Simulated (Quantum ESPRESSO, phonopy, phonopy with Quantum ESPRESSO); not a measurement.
# Grüneisen parameters and expansion of LiF (Fm-3m), part 2 of 2

Wanted: mode Grüneisen parameters of LiF and a free-energy fit over volumes.

Measurements to reproduce:
- volume expansion coefficient 99.6 1e-6/K and heat capacity C_P per formula unit 42 J/mol/K near room temperature (given in “High-Throughput Prediction of Finite-Temperature Properties using the Quasi-Harmonic Approximation”, 2016, arXiv:1603.06924)
- volume expansion coefficient 106.5 1e-6/K near room temperature (given in “Descriptors for thermal expansion in solids”, 2017, arXiv:1701.03966)

Quantum ESPRESSO 7.5; DFT LDA, scalar-relativistic, plane waves, GBRV ultrasoft pseudopotentials.

So far. Step 13 (Self-consistent run, V/V0 0.985): The run ends at a pressure of 1.35 GPa. Step 14 (Zone-centre response): The Born charges sum to zero within 0.0046 e; the rest is removed before use. Acoustic frequencies in this log differ from zero by the error of the sum rule, which ph.x does not impose.

## 15. Forces on a displaced cell

System of this step: LiF. The cell holds 54 atoms: 27 Li and 27 F. Cell: a = 8.257 Å, b = 8.257 Å, c = 8.257 Å, α = 60.0°, β = 60.0°, γ = 60.0°. It derives from LiF, repeated 3×3×3.

disp-00001.in

```
&CONTROL
  calculation = 'scf'
  prefix      = 'x'
  outdir      = './tmp'
  pseudo_dir  = './pseudo'
  tprnfor     = .true.
  disk_io     = 'none'
/
&SYSTEM
  ibrav       = 0
  nat         = 54
  ntyp        = 2
  ecutwfc     = 45.0
  ecutrho     = 270.0
  occupations = 'fixed'
  nbnd        = 137
/
&ELECTRONS
  conv_thr         = 1.0d-11
  mixing_beta      = 0.7
  electron_maxstep = 100
/
ATOMIC_SPECIES
 Li      6.9400  Li.upf
 F      18.9984  F.upf
CELL_PARAMETERS angstrom
     0.000000000    5.838429329    5.838429329
     5.838429329    0.000000000    5.838429329
     5.838429329    5.838429329    0.000000000
ATOMIC_POSITIONS crystal
 Li     0.002422250   0.000000000   0.000000000
 Li     0.333333333   0.000000000   0.000000000
 Li     0.666666667   0.000000000   0.000000000
 Li     0.000000000   0.333333333   0.000000000
 Li     0.333333333   0.333333333   0.000000000
 Li     0.666666667   0.333333333   0.000000000
 Li     0.000000000   0.666666667   0.000000000
 Li     0.333333333   0.666666667   0.000000000
[... 42 atom lines left out ...]
 F      0.833333333   0.500000000   0.833333333
 F      0.166666667   0.833333333   0.833333333
 F      0.500000000   0.833333333   0.833333333
 F      0.833333333   0.833333333   0.833333333
K_POINTS automatic
 3 3 3 0 0 0
```

Started as:

```console
$ OMP_NUM_THREADS=1 mpirun -n 4 pw.x -nk 4 -in disp-00001.in > disp-00001.out
```

Wall time 5 min (4 MPI ranks of Arm Neoverse V1, shared host); 20 min of CPU time.

## 16. Lattice dynamics at this volume, V/V0 0.985

This step: DFT LDA, scalar-relativistic, plane waves, GBRV ultrasoft pseudopotentials (phonopy with Quantum ESPRESSO 4.10.0 / 7.5).

The job ended after 5 min (8 threads; 39 min of CPU time).

Phonopy, LO-TO term from ph.x's tensors. The phonon branches at the labelled points (cm⁻¹):

```csv
point,branch 1,branch 2,branch 3,branch 4,branch 5,branch 6
Γ,0,0,0,357,357,678
halfway,180,180,290,382,382,592
X,260,260,384,384,390,478
halfway,261,285,380,384,403,472
U,261,331,364,367,453,458
jump to K,261,331,364,367,453,458
halfway,191,211,300,326,397,626
Γ,0,0,0,357,357,678
halfway,157,157,272,348,348,662
L,241,241,336,336,407,634
halfway,257,293,355,382,393,556
W,295,340,340,407,436,436
halfway,279,289,377,396,401,467
X,260,260,384,384,390,478
```

No mode is imaginary beyond numerical noise along the path. The highest zone-centre mode (no LO–TO term) moved by +4.0 % for a volume change of -1.5 %.

The time given is that of the 2 pw.x runs on displaced cells behind this step.

## 17. Ground state at this cell, V/V0 1.03

This step: DFT LDA, scalar-relativistic, plane waves, GBRV ultrasoft pseudopotentials (Quantum ESPRESSO 7.5).

System of this step: LiF. The structure is cubic, space group Fm-3m (No. 225). Conventional cell: a = 3.951 Å, b = 3.951 Å, c = 3.951 Å, α = 90.00°, β = 90.00°, γ = 90.00°. Nearest to Li lie 6 F at 1.98 Å. F has 6 Li at 1.98 Å nearest. Farther neighbours and most contacts between anions are not listed.

scf.in

```
&CONTROL
  calculation = 'scf'
  prefix      = 'x'
  outdir      = './tmp'
  pseudo_dir  = './pseudo'
  tprnfor     = .true.
  tstress     = .true.
/
&SYSTEM
  ibrav       = 0
  nat         = 2
  ntyp        = 2
  ecutwfc     = 45.0
  ecutrho     = 270.0
  occupations = 'fixed'
  nbnd        = 7
/
&ELECTRONS
  conv_thr         = 1.0d-12
  mixing_beta      = 0.7
  electron_maxstep = 100
/
ATOMIC_SPECIES
 Li      6.9400  Li.upf
 F      18.9984  F.upf
CELL_PARAMETERS angstrom
     0.000000000    1.975339604    1.975339604
     1.975339604    0.000000000    1.975339604
     1.975339604    1.975339604    0.000000000
ATOMIC_POSITIONS crystal
 Li     0.000000000   0.000000000   0.000000000
 F      0.500000000   0.500000000   0.500000000
K_POINTS automatic
 8 8 8 0 0 0
```

Started as:

```console
$ OMP_NUM_THREADS=1 mpirun -n 8 pw.x -nk 8 -in scf.in > scf.out
```

Elapsed: 1.2 s, on 8 MPI ranks; 9.1 s of CPU time.

The run ends at a pressure of -2.42 GPa.

## 18. Born charges and dielectric tensor

ph.in

```
phonons
&INPUTPH
  prefix = 'x'
  outdir = './tmp'
  fildyn = 'x.dyn'
  tr2_ph = 1.0d-18
  epsil  = .true.
/
0.000000000 0.000000000 0.000000000
```

scf.in is that of step 17.

Started as:

```console
$ OMP_NUM_THREADS=1 mpirun -n 8 ph.x -nk 8 -in ph.in > ph.out
```

Wall time 7.2 s (8 MPI ranks); 56 s of CPU time.

The Born charges sum to zero within 0.0046 e; the rest is removed before use. Acoustic frequencies in this log differ from zero by the error of the sum rule, which ph.x does not impose.

## 19. A displaced supercell

System of this step: LiF. The cell holds 54 atoms: 27 Li and 27 F. Its edges and angles: a = 8.381 Å, b = 8.381 Å, c = 8.381 Å, α = 60.0°, β = 60.0°, γ = 60.0°. It derives from LiF, repeated 3×3×3.

disp-00001.in: that of step 15 with these lines changed.

```diff
@@ -26,7 +26,7 @@
 CELL_PARAMETERS angstrom
-     0.000000000    5.838429329    5.838429329
-     5.838429329    0.000000000    5.838429329
-     5.838429329    5.838429329    0.000000000
+     0.000000000    5.926018811    5.926018811
+     5.926018811    0.000000000    5.926018811
+     5.926018811    5.926018811    0.000000000
 ATOMIC_POSITIONS crystal
- Li     0.002422250   0.000000000   0.000000000
+ Li     0.002386448   0.000000000   0.000000000
  Li     0.333333333   0.000000000   0.000000000
```

Started as:

```console
$ OMP_NUM_THREADS=1 mpirun -n 4 pw.x -nk 4 -in disp-00001.in > disp-00001.out
```

The job ended after 4.8 min (4 MPI ranks; 19 min of CPU time).

## 20. Phonons, V/V0 1.03

This step: DFT LDA, scalar-relativistic, plane waves, GBRV ultrasoft pseudopotentials (phonopy with Quantum ESPRESSO 4.10.0 / 7.5).

The job ended after 5 min (8 threads).

No mode is imaginary beyond numerical noise along the path. The highest zone-centre mode (no LO–TO term) moved by -7.6 % for a volume change of +3.0 %.

The time given is that of the 2 pw.x runs on displaced cells behind this step.

## 21. Self-consistent run, V/V0 0.97

This step: DFT LDA, scalar-relativistic, plane waves, GBRV ultrasoft pseudopotentials (Quantum ESPRESSO 7.5).

System of this step: LiF. It takes space group Fm-3m (No. 225, cubic). Conventional cell: a = 3.872 Å, b = 3.872 Å, c = 3.872 Å, α = 90.00°, β = 90.00°, γ = 90.00°. Nearest to Li lie 6 F at 1.94 Å. F has 6 Li at 1.94 Å nearest. Farther neighbours and most contacts between anions are not listed.

scf.in: that of step 18 with these lines changed.

```diff
@@ -26,5 +26,5 @@
 CELL_PARAMETERS angstrom
-     0.000000000    1.975339604    1.975339604
-     1.975339604    0.000000000    1.975339604
-     1.975339604    1.975339604    0.000000000
+     0.000000000    1.936213635    1.936213635
+     1.936213635    0.000000000    1.936213635
+     1.936213635    1.936213635    0.000000000
 ATOMIC_POSITIONS crystal
```

Started as:

```console
$ OMP_NUM_THREADS=1 mpirun -n 8 pw.x -nk 8 -in scf.in > scf.out
```

The job ended after 1.2 s (8 MPI ranks).

The run ends at a pressure of 2.81 GPa.

## 22. Born charges and dielectric tensor

ph.in is that of step 18.

scf.in is that of step 21.

Started as:

```console
$ OMP_NUM_THREADS=1 mpirun -n 8 ph.x -nk 8 -in ph.in > ph.out
```

Run time: 7.1 s. Hardware: 8 MPI ranks; 55 s of CPU time.

ε∞:

```
2.12 0.00 0.00
0.00 2.12 0.00
0.00 0.00 2.12
```

The Born charges sum to zero within 0.0046 e; the rest is removed before use. Acoustic frequencies in this log differ from zero by the error of the sum rule, which ph.x does not impose.

## 23. Forces on a displaced cell

System of this step: LiF. The cell holds 54 atoms: 27 Li and 27 F. Its edges and angles: a = 8.215 Å, b = 8.215 Å, c = 8.215 Å, α = 60.0°, β = 60.0°, γ = 60.0°. It derives from LiF, repeated 3×3×3.

disp-00001.in: that of step 19 with these lines changed.

```diff
@@ -26,7 +26,7 @@
 CELL_PARAMETERS angstrom
-     0.000000000    5.926018811    5.926018811
-     5.926018811    0.000000000    5.926018811
-     5.926018811    5.926018811    0.000000000
+     0.000000000    5.808640906    5.808640906
+     5.808640906    0.000000000    5.808640906
+     5.808640906    5.808640906    0.000000000
 ATOMIC_POSITIONS crystal
- Li     0.002386448   0.000000000   0.000000000
+ Li     0.002434672   0.000000000   0.000000000
  Li     0.333333333   0.000000000   0.000000000
```

Started as:

```console
$ OMP_NUM_THREADS=1 mpirun -n 4 pw.x -nk 4 -in disp-00001.in > disp-00001.out
```

It took 4.9 min on 4 MPI ranks; 19 min of CPU time.

## 24. Lattice dynamics at this volume, V/V0 0.97

This step: DFT LDA, scalar-relativistic, plane waves, GBRV ultrasoft pseudopotentials (phonopy with Quantum ESPRESSO 4.10.0 / 7.5).

Run time: 4.9 min. Hardware: 8 threads.

No mode is imaginary beyond numerical noise along the path. The highest zone-centre mode (no LO–TO term) moved by +8.0 % for a volume change of -3.0 %.

The time given is that of the 2 pw.x runs on displaced cells behind this step.

## 25. Self-consistent run, V/V0 1.05

This step: DFT LDA, scalar-relativistic, plane waves, GBRV ultrasoft pseudopotentials (Quantum ESPRESSO 7.5).

System of this step: LiF. The structure is cubic, space group Fm-3m (No. 225). Conventional cell: a = 3.976 Å, b = 3.976 Å, c = 3.976 Å, α = 90.00°, β = 90.00°, γ = 90.00°. Nearest to Li lie 6 F at 1.99 Å. Nearest to F lie 6 Li at 1.99 Å. Farther neighbours and most contacts between anions are not listed.

scf.in: that of step 22 with these lines changed.

```diff
@@ -26,5 +26,5 @@
 CELL_PARAMETERS angstrom
-     0.000000000    1.936213635    1.936213635
-     1.936213635    0.000000000    1.936213635
-     1.936213635    1.936213635    0.000000000
+     0.000000000    1.988043101    1.988043101
+     1.988043101    0.000000000    1.988043101
+     1.988043101    1.988043101    0.000000000
 ATOMIC_POSITIONS crystal
```

Started as:

```console
$ OMP_NUM_THREADS=1 mpirun -n 8 pw.x -nk 8 -in scf.in > scf.out
```

It took 1.3 s on 8 MPI ranks.

The run ends at a pressure of -3.83 GPa.

## 26. Born charges and dielectric tensor

ph.in is that of step 22.

scf.in is that of step 25.

Started as:

```console
$ OMP_NUM_THREADS=1 mpirun -n 8 ph.x -nk 8 -in ph.in > ph.out
```

The job ended after 7.4 s (8 MPI ranks).

ε∞:

```
2.10 0.00 0.00
0.00 2.10 0.00
0.00 0.00 2.10
```

The Born charges sum to zero within 0.0047 e; the rest is removed before use. Acoustic frequencies in this log differ from zero by the error of the sum rule, which ph.x does not impose.

## 27. Forces on a displaced cell

System of this step: LiF. The cell holds 54 atoms: 27 Li and 27 F. Cell: a = 8.435 Å, b = 8.435 Å, c = 8.435 Å, α = 60.0°, β = 60.0°, γ = 60.0°. It derives from LiF, repeated 3×3×3.

disp-00001.in: that of step 23 with these lines changed.

```diff
@@ -26,7 +26,7 @@
 CELL_PARAMETERS angstrom
-     0.000000000    5.808640906    5.808640906
-     5.808640906    0.000000000    5.808640906
-     5.808640906    5.808640906    0.000000000
+     0.000000000    5.964129304    5.964129304
+     5.964129304    0.000000000    5.964129304
+     5.964129304    5.964129304    0.000000000
 ATOMIC_POSITIONS crystal
- Li     0.002434672   0.000000000   0.000000000
+ Li     0.002371199   0.000000000   0.000000000
  Li     0.333333333   0.000000000   0.000000000
```

Started as:

```console
$ OMP_NUM_THREADS=1 mpirun -n 4 pw.x -nk 4 -in disp-00001.in > disp-00001.out
```

The job ended after 4.9 min (4 MPI ranks; 19 min of CPU time).

## 28. Lattice dynamics at this volume, V/V0 1.05

This step: DFT LDA, scalar-relativistic, plane waves, GBRV ultrasoft pseudopotentials (phonopy with Quantum ESPRESSO 4.10.0 / 7.5).

Run time: 4.9 min. Hardware: 8 threads; 39 min of CPU time.

Phonopy, LO-TO term from ph.x's tensors. The phonon branches at the labelled points (cm⁻¹):

| point | branch 1 | branch 2 | branch 3 | branch 4 | branch 5 | branch 6 |
| --- | --- | --- | --- | --- | --- | --- |
| Γ | 0 | 0 | 0 | 300 | 300 | 640 |
| halfway | 173 | 173 | 250 | 325 | 325 | 562 |
| X | 249 | 249 | 326 | 326 | 342 | 449 |
| halfway | 247 | 269 | 324 | 338 | 350 | 442 |
| U | 240 | 303 | 315 | 326 | 412 | 422 |
| jump to K | 240 | 303 | 315 | 326 | 412 | 422 |
| halfway | 160 | 202 | 272 | 277 | 342 | 591 |
| Γ | 0 | 0 | 0 | 300 | 300 | 640 |
| halfway | 138 | 138 | 252 | 294 | 294 | 625 |
| L | 211 | 211 | 290 | 290 | 377 | 600 |
| halfway | 228 | 266 | 307 | 330 | 369 | 521 |
| W | 265 | 310 | 310 | 367 | 394 | 394 |
| halfway | 258 | 273 | 334 | 346 | 346 | 434 |
| X | 249 | 249 | 326 | 326 | 342 | 449 |

No mode is imaginary beyond numerical noise along the path. The highest zone-centre mode (no LO–TO term) moved by -12.6 % for a volume change of +5.0 %.

The time given is that of the 2 pw.x runs on displaced cells behind this step.

## 29. Mode Grüneisen parameters

This step: DFT LDA, scalar-relativistic, plane waves, GBRV ultrasoft pseudopotentials (phonopy 4.10.0).

Numbers from this step:

- share of modes with a negative Grüneisen parameter: 0

Mean Grüneisen, by row:

```
T (K)  heat-capacity-weighted mean  root mean square
   50                        1.559             1.672
  100                        1.652             1.739
  200                         1.68             1.764
  300                        1.669             1.755
  500                        1.657             1.744
  800                        1.651             1.739
```

The mean mode Grueneisen parameter by wavenumber:

```csv
wavenumber (cm⁻¹),mean mode Grueneisen parameter
11,-
33,1.46
56,1.6
78,1.56
100,1.52
123,1.61
145,1.63
167,1.5
190,1.51
212,1.55
234,1.6
256,1.36
279,1.35
301,1.34
323,2.01
346,2.04
368,2.06
390,1.79
412,1.82
435,1.61
457,1.33
479,1.21
502,1.11
524,1.06
546,1.01
568,0.963
591,0.939
613,0.921
635,0.913
658,0.92
```

Volume series, by row:

| V/V0 | V (Å³/atom) | pressure (GPa) | E - E0 (meV/atom) | gap (eV) | zero-point energy (meV/atom) | lowest on the path (cm⁻¹) | highest at Gamma without the LO-TO term (cm⁻¹) |
| --- | --- | --- | --- | --- | --- | --- | --- |
| 0.97 | 7.259 | 2.813 | 1.948 | 9.952 | 68.03 | 0 | 371 |
| 0.985 | 7.371 | 1.346 | 0.483 | 9.794 | 66.44 | 0 | 357.3 |
| 1 | 7.483 | -0.01 | 0 | 9.642 | 64.84 | 0 | 343.6 |
| 1.015 | 7.596 | -1.263 | 0.436 | 9.494 | 63.32 | 0 | 330.3 |
| 1.03 | 7.708 | -2.421 | 1.666 | 9.351 | 61.84 | 0 | 317.3 |
| 1.05 | 7.857 | -3.829 | 4.576 | 9.168 | 59.91 | 0 | 300.3 |

Optical frequency at Gamma without the LO-TO term, mode 4 against V/V0:

| V/V0 | optical frequency at Gamma without the LO-TO term, mode 4 (cm⁻¹) |
| --- | --- |
| 0.9700 | 371 |
| 0.9850 | 357 |
| 1.0000 | 344 |
| 1.0150 | 330 |
| 1.0300 | 317 |
| 1.0500 | 300 |

Grüneisen at points, by row:

| point | branch | frequency (cm⁻¹) | mode Grüneisen parameter |
| --- | --- | --- | --- |
| Γ | 4 | 343.5 | 2.62 |
| Γ | 6 | 668.7 | 0.93 |
| X | 1 | 257.6 | 0.61 |
| X | 3 | 370.1 | 2.54 |
| X | 5 | 379.8 | 1.83 |
| X | 6 | 469.5 | 1.12 |
| U | 1 | 256 | 1.19 |
| U | 2 | 324.8 | 1.32 |
| U | 3 | 354.4 | 2.37 |
| U | 4 | 356 | 1.51 |
| U | 5 | 442.4 | 1.52 |
| U | 6 | 447.4 | 1.43 |
| K | 1 | 256 | 1.19 |
| K | 2 | 324.8 | 1.32 |
| K | 3 | 354.4 | 2.37 |
| K | 4 | 356 | 1.51 |
| K | 5 | 442.4 | 1.52 |
| K | 6 | 447.4 | 1.43 |
| L | 1 | 233.8 | 2.09 |
| L | 3 | 324.8 | 2.22 |
| L | 5 | 399.9 | 1.21 |
| L | 6 | 625.7 | 0.91 |
| W | 1 | 287.8 | 1.66 |
| W | 2 | 334.6 | 1.24 |
| W | 4 | 397.1 | 1.63 |
| W | 5 | 424.6 | 1.73 |

## 30. Quasi-harmonic fit by phonopy

Table of energy (each curve on its own zero) by volume; values in meV/atom:

| volume (Å³/atom) | static | F at 0 K | F at 300 K | F at 900 K |
| --- | --- | --- | --- | --- |
| 7.259 | 1.95 | 5.91 | 7.91 | 16.9 |
| 7.371 | 0.48 | 2.86 | 4.12 | 9.68 |
| 7.483 | 0 | 0.78 | 1.25 | 3.24 |
| 7.596 | 0.44 | -0.31 | -0.62 | -2.16 |
| 7.708 | 1.67 | -0.55 | -1.68 | -6.74 |
| 7.857 | 4.58 | 0.42 | -1.87 | -11.8 |

Phonopy-qha, vinet fit of F(V) at each temperature; no electronic free energy. Qha vinet, by row:

| T (K) | fitted volume (Å³/atom) | alpha_V (1e-6/K) | B_T (GPa) | C_P (J/mol-atom/K) | Grueneisen |
| --- | --- | --- | --- | --- | --- |
| 75 | 7.684 | 15.33 | 81.23 | 3.191 | 1.794 |
| 100 | 7.688 | 29.43 | 80.79 | 6.259 | 1.749 |
| 125 | 7.695 | 44.09 | 80.13 | 9.368 | 1.752 |
| 150 | 7.705 | 57.3 | 79.33 | 12.13 | 1.759 |
| 175 | 7.717 | 68.59 | 78.43 | 14.45 | 1.763 |
| 200 | 7.731 | 78.1 | 77.45 | 16.38 | 1.765 |
| 225 | 7.747 | 86.17 | 76.41 | 17.97 | 1.768 |
| 250 | 7.765 | 93.13 | 75.33 | 19.29 | 1.771 |

Volume expansion coefficient, phonopy-qha, Vinet against temperature:

| temperature (K) | volume expansion coefficient, phonopy-qha, Vinet (1e-6/K) |
| --- | --- |
| 75.0 | 15.3 |
| 100.0 | 29.4 |
| 125.0 | 44.1 |
| 150.0 | 57.3 |
| 175.0 | 68.6 |
| 200.0 | 78.1 |
| 225.0 | 86.2 |
| 250.0 | 93.1 |

## 31. Outcome

```
mean mode Grüneisen parameter at 300 K : 1.67
```

What this shows: The q-mesh is coarse, and the expansion can converge slowly with it. The table stops at 250 K because beyond it the fitted volume comes within 1 % of the largest computed cell, where the fit loses its support. The heat-capacity-weighted Grüneisen parameter goes from 1.56 at 50 K to 1.65 at 800 K. Weighting γ by the density of states and each mode's heat capacity at 300 K, modes below 230 cm⁻¹ give about 13 % of the sum of γC that drives the expansion, those up to 450 cm⁻¹ 79 % and the rest 7 %. Among the labelled points γ is largest for branch 4 at Γ (344 cm⁻¹, 2.6) and smallest for branch 1 at X (258 cm⁻¹, 0.61). The supercell is small: only its own wavevectors are exact, and branches between them are interpolated and can be misplaced.

[Logs are printed without paths, hosts, clocks, repeated set-up lines and the standing remarks that a program may print on its own settings, such as how far it seeks lower states.]

[Hosts, paths, dates, database ids (printed as entryN), source tags and the programs' standing remarks are cut or masked in the printed files.]

[A step with changed settings may run another functional than the one named; its input shows which.]

[Of the runs on displaced cells, only some may be shown.]
